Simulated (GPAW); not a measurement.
# NbSi2P4 monolayer: simulated STM images

Aim: Tersoff-Hamann images of NbSi2P4 monolayer at several biases.

Program: GPAW 26.7.0. Level of theory: GPAW, PAW setups; layer in a repeated cell with vacuum, relaxation of atoms and in-plane cell, in the first sound run; inputs show where later runs differ. Results are calculated unless marked as measured.

## 1. The structure

The cell holds 7 atoms: 4 P, 2 Si and 1 Nb. Its edges and angles: a = 3.480 Å, b = 3.480 Å, c = 26.571 Å, α = 90.0°, β = 90.0°, γ = 120.0°. Vacuum lies along c.

## 2. Relaxation

Forces are removed first; all later runs use this geometry.

The input, run.py:

```python
import json
import numpy as np
from ase import Atoms
from ase.filters import FrechetCellFilter
from ase.optimize import BFGS
from gpaw import GPAW, PW

slab = Atoms(
    ['P', 'Si', 'P', 'Nb', 'P', 'Si', 'P'],
    positions=[
        [0.00000, 0.00000, 9.00000],
        [-0.00000, 2.00918, 9.64444],
        [-0.00000, 2.00918, 11.75444],
        [0.00000, 0.00000, 13.28541],
        [-0.00000, 2.00918, 14.81638],
        [-0.00000, 2.00918, 16.92638],
        [0.00000, 0.00000, 17.57082]],
    cell=[[3.48, 0.0, 0.0], [-1.74, 3.01377, 0.0], [0.0, 0.0, 26.5708]],
    pbc=[True, True, True],
    magmoms=[0.0, 0.0, 0.0, 1.0, 0.0, 0.0, 0.0])

slab.calc = GPAW(mode=PW(600), xc='PBE', kpts={'size': (9, 9, 1), 'gamma': True},
                 occupations={'name': 'fermi-dirac', 'width': 0.05}, nbands='200%',
                 convergence={'density': 1e-05}, maxiter=200,
                 symmetry={'tolerance': 1e-3}, txt='slab.txt')
result = {}
# The in-plane cell is free; stress needs a cell that repeats along all three vectors
path = []
opt = BFGS(FrechetCellFilter(slab, mask=[1, 1, 0, 0, 0, 1]), maxstep=0.2)
opt.attach(lambda: path.append((slab.get_potential_energy(), slab.positions.tolist(), slab.get_forces().tolist())))
result['relaxed'] = bool(opt.run(fmax=0.02, steps=45))
result['path'] = path
result['cell'] = slab.cell.tolist()
print('in-plane lattice', slab.cell.cellpar().round(4)[[0, 1, 5]])
energy = slab.get_potential_energy()
fermi = slab.calc.get_fermi_level()
v = slab.calc.get_electrostatic_potential().mean((0, 1)) - fermi
n = slab.calc.get_pseudo_density().mean((0, 1))
L = slab.cell[2, 2]
z = np.arange(len(v)) * L / len(v)
low, high = slab.positions[:, 2].min(), slab.positions[:, 2].max()
below, above = np.interp([low - 6.8, high + 6.8], z, v)
slopes = [np.interp(x, z, np.gradient(v, z)) for x in (low - 6.8, high + 6.8)]
eps = np.array([[slab.calc.get_eigenvalues(k, s) for k in range(len(slab.calc.get_ibz_k_points()))]
                for s in range(slab.calc.get_number_of_spins())]) - fermi
top, bottom = eps[eps < 0].max(), eps[eps > 0].min()
dipole = slab.get_dipole_moment()[2]
print(f'energy {energy:.4f} eV, Fermi level {fermi:.4f} eV, dipole {dipole:.5f} e A')
print(f'potential 6.8 A off the faces, from the Fermi level: lower {below:.4f} eV, upper {above:.4f} eV')
print(f'slope of the potential there: lower {slopes[0]:.5f}, upper {slopes[1]:.5f} eV/A')
print(f'nearest levels on the mesh: {top:.4f} and {bottom:.4f} eV')
print('magnetic moment', round(slab.get_magnetic_moment(), 3))
result.update(energy=energy, fermi=fermi, dipole=dipole, below=below, above=above, slopes=slopes, edges=[top, bottom],
              z=z.tolist(), v=v.tolist(), n=n.tolist(), positions=slab.positions.tolist(),
              forces=slab.get_forces(apply_constraint=False).tolist(), moments=slab.get_magnetic_moments().tolist())
json.dump(result, open('result.json', 'w'))
```

Command:

```sh
OMP_NUM_THREADS=1 OPENBLAS_NUM_THREADS=1 python run.py
```

Log:

```text
Step          Energy          fmax
BFGS:    0      -42.959228        3.701758
BFGS:    1      -43.583723        3.160240
BFGS:    2      -44.639012        0.695050
BFGS:    3      -44.670490        0.700133
BFGS:    4      -44.851558        0.305180
BFGS:    5      -44.864491        0.258396
BFGS:    6      -44.868610        0.264874
BFGS:    7      -44.875286        0.245055
BFGS:    8      -44.886493        0.216108
BFGS:    9      -44.897563        0.187191
BFGS:   10      -44.902491        0.077343
BFGS:   11      -44.903205        0.011453
in-plane lattice [  3.5298   3.5298 120.    ]
energy -44.8903 eV, Fermi level -0.0086 eV, dipole 0.00038 e A
potential 6.8 A off the faces, from the Fermi level: lower 5.4709 eV, upper 5.4701 eV
slope of the potential there: lower 0.00027, upper 0.00020 eV/A
nearest levels on the mesh: -0.0790 and 0.0009 eV
magnetic moment -0.0
```

Run time: 22 min. Hardware: 1 thread of Intel Xeon Gold 6455B (Sapphire Rapids), shared host; peak memory 0.75 GiB.

Numbers from this step:

- dipole along the normal: 3.78e-4 e·Å
- levels nearest the Fermi level on the mesh: -0.07900, 9.45e-4 eV from the Fermi level
- sum of the site moments: 0 μB

Table of electrostatic potential energy of an electron (without an applied field's), less the Fermi level, planar mean by z:

```tsv
z (Å)	electrostatic potential energy of an electron (without an applied field's), less the Fermi level, planar mean (eV)
0.0	5.47
0.5	5.47
1.0	5.47
1.5	5.47
2.0	5.47
2.5	5.47
3.0	5.47
3.5	5.47
4.0	5.47
4.5	5.47
5.0	5.47
5.5	5.47
6.0	5.44
6.5	5.35
7.0	4.95
7.5	3.24
8.0	-3.10
8.5	-13.8
9.0	-11.0
9.5	-12.3
10.0	-5.02
10.5	1.34
11.0	0.933
11.5	-7.44
12.0	-10.4
12.5	-5.62
13.0	-14.0
13.5	-15.4
14.0	-6.08
14.5	-9.28
15.0	-8.97
15.5	0.262
16.0	1.70
16.5	-3.76
17.0	-12.0
17.5	-10.9
18.0	-14.1
18.5	-4.65
19.0	2.75
19.5	4.83
20.0	5.32
20.5	5.43
21.0	5.46
21.5	5.47
22.0	5.47
22.5	5.47
23.0	5.47
23.5	5.47
24.0	5.47
24.5	5.47
25.0	5.47
25.5	5.47
26.0	5.47
```

Pseudo valence density, planar mean against z:

z (Å), pseudo valence density, planar mean (e/Å³) and a bar:
```
        5       0.00 
        6       0.00 
        7       0.02 #
        8       0.24 #########
        9       0.41 ###############
       10       0.18 ######
       11       0.19 #######
       12       0.33 ############
       13       0.84 ##############################
       14       0.44 ################
       15       0.26 #########
       16       0.15 #####
       17       0.24 #########
       18       0.32 ###########
       19       0.11 ####
       20       0.01 
       21       0.00 
       22       0.00
```

The relaxation lowered the energy of the cell by 1.94 eV (energies extrapolated to zero smearing; the optimiser's log prints free energies). The largest force left on a free atom is 0.011 eV/Å.

## 3. Plane waves, PBE

The work function is the vacuum plateau of the electrostatic potential less the Fermi level; a dipole layer lets the two faces have plateaus of their own.

This step: GPAW, PAW setups; slab in vacuum (GPAW 26.7.0).

The cell differs from the one that the last finished run ended in (c 26.571 → 27.517 Å).

The input, run.py:

```python
import json
import numpy as np
from ase import Atoms
from ase.dft.stm import STM
from gpaw import GPAW, PW

slab = Atoms(
    ['P', 'Si', 'P', 'Nb', 'P', 'Si', 'P'],
    positions=[
        [0.00000, -0.00000, 9.00000],
        [0.00000, 2.03793, 10.00908],
        [-0.00000, 2.03793, 12.27409],
        [0.00000, 0.00000, 13.75855],
        [-0.00000, 2.03793, 15.24301],
        [0.00000, 2.03793, 17.50803],
        [0.00000, -0.00000, 18.51711]],
    cell=[[3.52979, -0.0, 0.0], [-1.7649, 3.05689, 0.0], [0.0, 0.0, 27.5171]],
    pbc=[True, True, False],
    magmoms=[0.0, 0.0, 0.0, 1.0, 0.0, 0.0, 0.0])

slab.calc = GPAW(mode=PW(400), xc='PBE', kpts={'size': (9, 9, 1), 'gamma': True},
                 occupations={'name': 'fermi-dirac', 'width': 0.05}, nbands='200%',
                 convergence={'density': 1e-05}, maxiter=200,
                 poissonsolver={'dipolelayer': 'xy'},
                 symmetry={'tolerance': 1e-3}, txt='slab.txt')
result = {}
energy = slab.get_potential_energy()
fermi = slab.calc.get_fermi_level()
v = slab.calc.get_electrostatic_potential().mean((0, 1)) - fermi
n = slab.calc.get_pseudo_density().mean((0, 1))
L = slab.cell[2, 2]
z = np.arange(len(v)) * L / len(v)
low, high = slab.positions[:, 2].min(), slab.positions[:, 2].max()
below, above = np.interp([low - 6.8, high + 6.8], z, v)
slopes = [np.interp(x, z, np.gradient(v, z)) for x in (low - 6.8, high + 6.8)]
eps = np.array([[slab.calc.get_eigenvalues(k, s) for k in range(len(slab.calc.get_ibz_k_points()))]
                for s in range(slab.calc.get_number_of_spins())]) - fermi
top, bottom = eps[eps < 0].max(), eps[eps > 0].min()
dipole = slab.get_dipole_moment()[2]
print(f'energy {energy:.4f} eV, Fermi level {fermi:.4f} eV, dipole {dipole:.5f} e A')
print(f'potential 6.8 A off the faces, from the Fermi level: lower {below:.4f} eV, upper {above:.4f} eV')
print(f'slope of the potential there: lower {slopes[0]:.5f}, upper {slopes[1]:.5f} eV/A')
print(f'nearest levels on the mesh: {top:.4f} and {bottom:.4f} eV')
print('magnetic moment', round(slab.get_magnetic_moment(), 3))
result.update(energy=energy, fermi=fermi, dipole=dipole, below=below, above=above, slopes=slopes, edges=[top, bottom],
              z=z.tolist(), v=v.tolist(), n=n.tolist(), positions=slab.positions.tolist(),
              forces=slab.get_forces(apply_constraint=False).tolist(), moments=slab.get_magnetic_moments().tolist())

# Images need the states of the whole zone, up to time reversal
slab.calc = slab.calc.fixed_density(symmetry={'point_group': False}, txt='states.txt', nbands='290%',
                                    convergence={'bands': 'CBM+1.3'})
stm = STM(slab)
result['stm'] = []
for bias in [-1.0, 1.0]:
    height = high + 4.0
    current = stm.get_averaged_current(bias, height)
    x, y, h = stm.scan(bias, current)
    i, f = divmod(height / L * stm.ldos.shape[2], 1)
    I = abs((1 - f) * stm.ldos[:, :, int(i)] + f * stm.ldos[:, :, int(i) + 1])
    print(f'bias {bias} V: mean current at 4.0 A {current:.4e}, corrugation {np.ptp(h):.4f} A')
    result['stm'].append(dict(bias=bias, current=current, h=(h - high).tolist(), I=I.tolist()))
json.dump(result, open('result.json', 'w'))
```

Log:

```text
energy -44.8709 eV, Fermi level -0.1965 eV, dipole 0.00009 e A
potential 6.8 A off the faces, from the Fermi level: lower 5.4716 eV, upper 5.4699 eV
slope of the potential there: lower 0.00004, upper -0.00004 eV/A
nearest levels on the mesh: -0.0789 and 0.0008 eV
magnetic moment 0.0
bias -1.0 V: mean current at 4.0 A 2.8782e-06, corrugation 0.2443 A
bias 1.0 V: mean current at 4.0 A 2.7114e-06, corrugation 0.0741 A
```

Run time: 5.1 min. Hardware: 1 thread; peak memory 0.89 GiB.

This step gave:

- dipole along the normal: 9.16e-5 e·Å
- levels nearest the Fermi level on the mesh: -0.07894, 8.49e-4 eV from the Fermi level
- upper work function: 5.470 eV
- lower work function: 5.472 eV
- corrugation -1: 0.2443 Å
- corrugation 1: 0.07410 Å

The electrostatic potential energy of an electron (without an applied field's), less the Fermi level, planar mean oscillates, so the rows of the table below give means over windows of 1.72 Å about each position, cut where the curve ends. Its maxima inside the range that stand out by 2 % of the span (Å: eV): 9.6: -10.8, 11.2: 2.04, 12.9: -5.45, 14.6: -5.45, 16.3: 2.04, 18.0: -10.8. Its minima: 9.0: -14.2, 9.9: -12.3, 12.3: -11.9, 13.8: -17.6, 15.3: -11.9, 17.6: -12.3, 18.5: -14.2.

The electrostatic potential energy of an electron (without an applied field's), less the Fermi level, planar mean by z; means over each step:

z (Å), electrostatic potential energy of an electron (without an applied field's), less the Fermi level, planar mean (eV) and a bar from the least value:
```
     0.86        5.5 ##############################
     2.58        5.5 ##############################
     4.30        5.5 ##############################
     6.02        5.5 ##############################
     7.74        2.9 #########################
     9.46      -11.5 
    11.18       -1.5 ##################
    12.90      -10.2 ##
    14.62      -10.2 ##
    16.34       -1.5 ##################
    18.06      -11.5 
    19.78        2.9 ##########################
    21.50        5.5 ##############################
    23.22        5.5 ##############################
    24.94        5.5 ##############################
    26.66        5.5 ##############################
```

Table of pseudo valence density, planar mean by z:

```tsv
z (Å)	pseudo valence density, planar mean (e/Å³)
5	1.8e-5
6	3.3e-4
7	0.00648
8	0.103
9	0.304
10	0.257
11	0.146
12	0.262
13	0.429
14	0.914
15	0.337
16	0.196
17	0.179
18	0.405
19	0.249
20	0.0280
21	0.00157
22	8.2e-5
```

Tip height over the top atom over a1 and a2. Sample bias -1 V, constant current at the mean current 4.0 Å over the top atom.

Ten even steps from '0' (3.89 Å) to '9' (4.13 Å):
```
998765321123567899
987654221224567899
876543211234567888
665432111234566777
554321001234556666
432210001223445554
322110011223344443
211111111122222222
112222221111111111
222333222110000011
334444332100000012
455555432100000123
566665442100001244
677766542100012456
888876542100124567
999876542111245678
999876432112346789
999865432123456899
```
Columns: a1 from 0 to 0.944; rows upwards: a2 from 0 to 0.944.

Local density of states summed over the bias window over a1 and a2. Sample bias -1 V, constant height 4.0 Å over the top atom.

Values in units of 1e-6 arbitrary, 12 rows by 16 columns, each cell a mean:
```
4.1 4.0 3.7 3.4 3.1 2.8 2.5 2.4 2.5 2.6 2.8 3.2 3.5 3.8 4.0 4.2
3.9 3.7 3.4 3.1 2.8 2.6 2.4 2.4 2.5 2.7 2.9 3.2 3.5 3.8 3.9 4.0
3.3 3.1 2.9 2.7 2.5 2.4 2.3 2.4 2.5 2.7 2.9 3.1 3.3 3.5 3.5 3.5
2.9 2.8 2.6 2.5 2.3 2.3 2.3 2.3 2.5 2.6 2.8 3.0 3.1 3.2 3.2 3.1
2.6 2.5 2.4 2.3 2.3 2.3 2.3 2.4 2.4 2.5 2.6 2.7 2.7 2.7 2.7 2.7
2.4 2.4 2.4 2.4 2.4 2.4 2.4 2.4 2.4 2.4 2.4 2.4 2.4 2.4 2.5 2.5
2.5 2.6 2.7 2.7 2.7 2.7 2.6 2.5 2.4 2.3 2.3 2.2 2.3 2.3 2.4 2.4
2.8 2.9 3.0 3.0 3.0 2.9 2.7 2.6 2.4 2.3 2.2 2.2 2.2 2.3 2.5 2.6
3.3 3.4 3.5 3.4 3.3 3.1 2.8 2.6 2.4 2.3 2.2 2.3 2.4 2.6 2.8 3.1
3.7 3.8 3.8 3.7 3.4 3.2 2.9 2.6 2.4 2.3 2.3 2.4 2.6 2.9 3.2 3.5
4.1 4.1 4.0 3.8 3.5 3.1 2.8 2.6 2.4 2.4 2.5 2.7 3.0 3.3 3.7 3.9
4.3 4.2 4.0 3.7 3.3 3.0 2.7 2.5 2.4 2.5 2.7 2.9 3.3 3.6 3.9 4.2
```
Columns: a1 from 0 to 0.944; rows upwards: a2 from 0 to 0.944.

Tip height over the top atom over a1 and a2. Sample bias 1 V, constant current at the mean current 4.0 Å over the top atom.

Values in Å, 12 rows by 16 columns, each cell a mean:
```
4.039 4.039 4.033 4.022 4.009 3.995 3.984 3.979 3.980 3.987 3.999 4.013 4.026 4.036 4.039 4.039
4.035 4.031 4.022 4.008 3.996 3.985 3.976 3.974 3.980 3.990 4.001 4.015 4.027 4.034 4.037 4.037
4.021 4.013 4.002 3.990 3.980 3.973 3.969 3.972 3.980 3.989 4.001 4.013 4.020 4.025 4.026 4.025
4.004 3.996 3.988 3.979 3.972 3.969 3.969 3.972 3.980 3.989 3.997 4.005 4.011 4.013 4.013 4.011
3.985 3.981 3.976 3.971 3.970 3.970 3.969 3.973 3.980 3.983 3.988 3.992 3.994 3.994 3.994 3.990
3.981 3.980 3.978 3.977 3.977 3.977 3.977 3.979 3.981 3.981 3.981 3.980 3.979 3.980 3.982 3.981
3.983 3.987 3.991 3.991 3.991 3.990 3.985 3.982 3.979 3.974 3.969 3.968 3.968 3.971 3.977 3.981
3.996 4.003 4.006 4.006 4.004 3.999 3.992 3.987 3.978 3.969 3.966 3.966 3.967 3.973 3.983 3.989
4.018 4.023 4.025 4.023 4.018 4.010 4.000 3.988 3.975 3.968 3.966 3.969 3.976 3.987 3.999 4.010
4.031 4.035 4.035 4.030 4.023 4.013 4.000 3.988 3.977 3.971 3.972 3.979 3.989 4.001 4.014 4.024
4.039 4.040 4.038 4.033 4.024 4.012 3.999 3.987 3.980 3.979 3.984 3.994 4.007 4.019 4.029 4.036
4.038 4.039 4.038 4.031 4.020 4.007 3.992 3.983 3.981 3.982 3.990 4.004 4.018 4.029 4.037 4.039
```
Columns: a1 from 0 to 0.944; rows upwards: a2 from 0 to 0.944.

Local density of states summed over the bias window over a1 and a2. Sample bias 1 V, constant height 4.0 Å over the top atom.

Ten even steps from '_' (2.51 × 1e-6 arbitrary) to '@' (3.07 × 1e-6 arbitrary):
```
@@@@@@##**==::........::==**##@@@@@@
@@@@%%**==--....__....--==**%%@@@@@@
%%##**==--::..____..::--==**##%%@@@@
##**==--::..______..::--==**########
++==--::..________..::--==++********
--::....__________....::--==========
......____________......::--------::
....______________......::::..::::..
..........................____......
......::::::........______________..
..::--------::......____________....
--==========--::::..__________..::::
++********++==--::____________::--==
####%%####**==--..__________..--==**
%%@@@@%%##**==--::..____..::--==**##
@@@@@@@@##**==--::..__..::--==**##@@
@@@@@@@@##**==::........::==**##@@@@
@@@@@@%%##++--..........--++##%%@@@@
```
Columns: a1 from 0 to 0.944; rows upwards: a2 from 0 to 0.944.

The potential is flat to 4.3e-5 eV/Å where it is read, so the vacuum is wide enough.

## 4. A changed run

One more run, with changed settings.

The input, run.py:

```python
import json
import numpy as np
from ase import Atoms
from gpaw import GPAW, PW

slab = Atoms(
    ['P', 'Si', 'P', 'Nb', 'P', 'Si', 'P'],
    positions=[
        [0.00000, -0.00000, 9.00000],
        [0.00000, 2.03793, 10.00908],
        [-0.00000, 2.03793, 12.27409],
        [0.00000, 0.00000, 13.75855],
        [-0.00000, 2.03793, 15.24301],
        [0.00000, 2.03793, 17.50803],
        [0.00000, -0.00000, 18.51711]],
    cell=[[3.52979, -0.0, 0.0], [-1.7649, 3.05689, 0.0], [0.0, 0.0, 27.5171]],
    pbc=[True, True, False],
    magmoms=[0.0, 0.0, 0.0, 1.0, 0.0, 0.0, 0.0])

slab.calc = GPAW(mode=PW(400), xc='PBE', kpts={'size': (9, 9, 1), 'gamma': True},
                 occupations={'name': 'fermi-dirac', 'width': 0.05}, nbands='200%',
                 convergence={'density': 1e-05}, maxiter=100,
                 poissonsolver={'dipolelayer': 'xy'},
                 symmetry={'tolerance': 1e-3}, txt='slab.txt')
result = {}
energy = slab.get_potential_energy()
fermi = slab.calc.get_fermi_level()
v = slab.calc.get_electrostatic_potential().mean((0, 1)) - fermi
n = slab.calc.get_pseudo_density().mean((0, 1))
L = slab.cell[2, 2]
z = np.arange(len(v)) * L / len(v)
low, high = slab.positions[:, 2].min(), slab.positions[:, 2].max()
below, above = np.interp([low - 1.0, high + 1.0], z, v)
slopes = [np.interp(x, z, np.gradient(v, z)) for x in (low - 1.0, high + 1.0)]
eps = np.array([[slab.calc.get_eigenvalues(k, s) for k in range(len(slab.calc.get_ibz_k_points()))]
                for s in range(slab.calc.get_number_of_spins())]) - fermi
top, bottom = eps[eps < 0].max(), eps[eps > 0].min()
dipole = slab.get_dipole_moment()[2]
print(f'energy {energy:.4f} eV, Fermi level {fermi:.4f} eV, dipole {dipole:.5f} e A')
print(f'potential 1.0 A off the faces, from the Fermi level: lower {below:.4f} eV, upper {above:.4f} eV')
print(f'slope of the potential there: lower {slopes[0]:.5f}, upper {slopes[1]:.5f} eV/A')
print(f'nearest levels on the mesh: {top:.4f} and {bottom:.4f} eV')
print('magnetic moment', round(slab.get_magnetic_moment(), 3))
result.update(energy=energy, fermi=fermi, dipole=dipole, below=below, above=above, slopes=slopes, edges=[top, bottom],
              z=z.tolist(), v=v.tolist(), n=n.tolist(), positions=slab.positions.tolist(),
              forces=slab.get_forces(apply_constraint=False).tolist(), moments=slab.get_magnetic_moments().tolist())
json.dump(result, open('result.json', 'w'))
```

Log:

```text
energy -44.8709 eV, Fermi level -0.1965 eV, dipole 0.00009 e A
potential 1.0 A off the faces, from the Fermi level: lower 3.0501 eV, upper 3.0485 eV
slope of the potential there: lower -6.94717, upper 6.94698 eV/A
nearest levels on the mesh: -0.0789 and 0.0008 eV
magnetic moment 0.0
```

Elapsed: 1.7 min, on 1 thread; peak memory 0.35 GiB.

The run finished. A setting was moved off its sound value on purpose, so it serves as a test and not as the result.

The fault put into the input: the potential probed 1 A off the face (probe = 1.0).

## 5. Summary of results

* work function, both faces: 5.47 eV
* dipole along the normal: 9.2e-5 e Å, near the numerical noise
* corrugation at -1 V: 0.244 Å
* corrugation at 1 V: 0.0741 Å

**Reading.** The corrugation at constant current is largest at -1 V, where the tip height varies by 0.24 Å over the cell. Negative sample bias images filled states, positive bias empty ones. The images are of Tersoff-Hamann type: an s-wave tip, no tip-sample forces, heights closer than in a microscope. One magnetic start was tried; another order may lie lower. The layer's cell and atoms come from the relaxation; spin-orbit coupling and temperature are left out.

[Logs are printed without paths, hosts, clocks, repeated set-up lines and the standing remarks that a program may print on its own settings, such as how far it seeks lower states.]

[Hosts, paths, dates, database ids (printed as entryN), source tags and the programs' standing remarks are cut or masked in the printed files.]
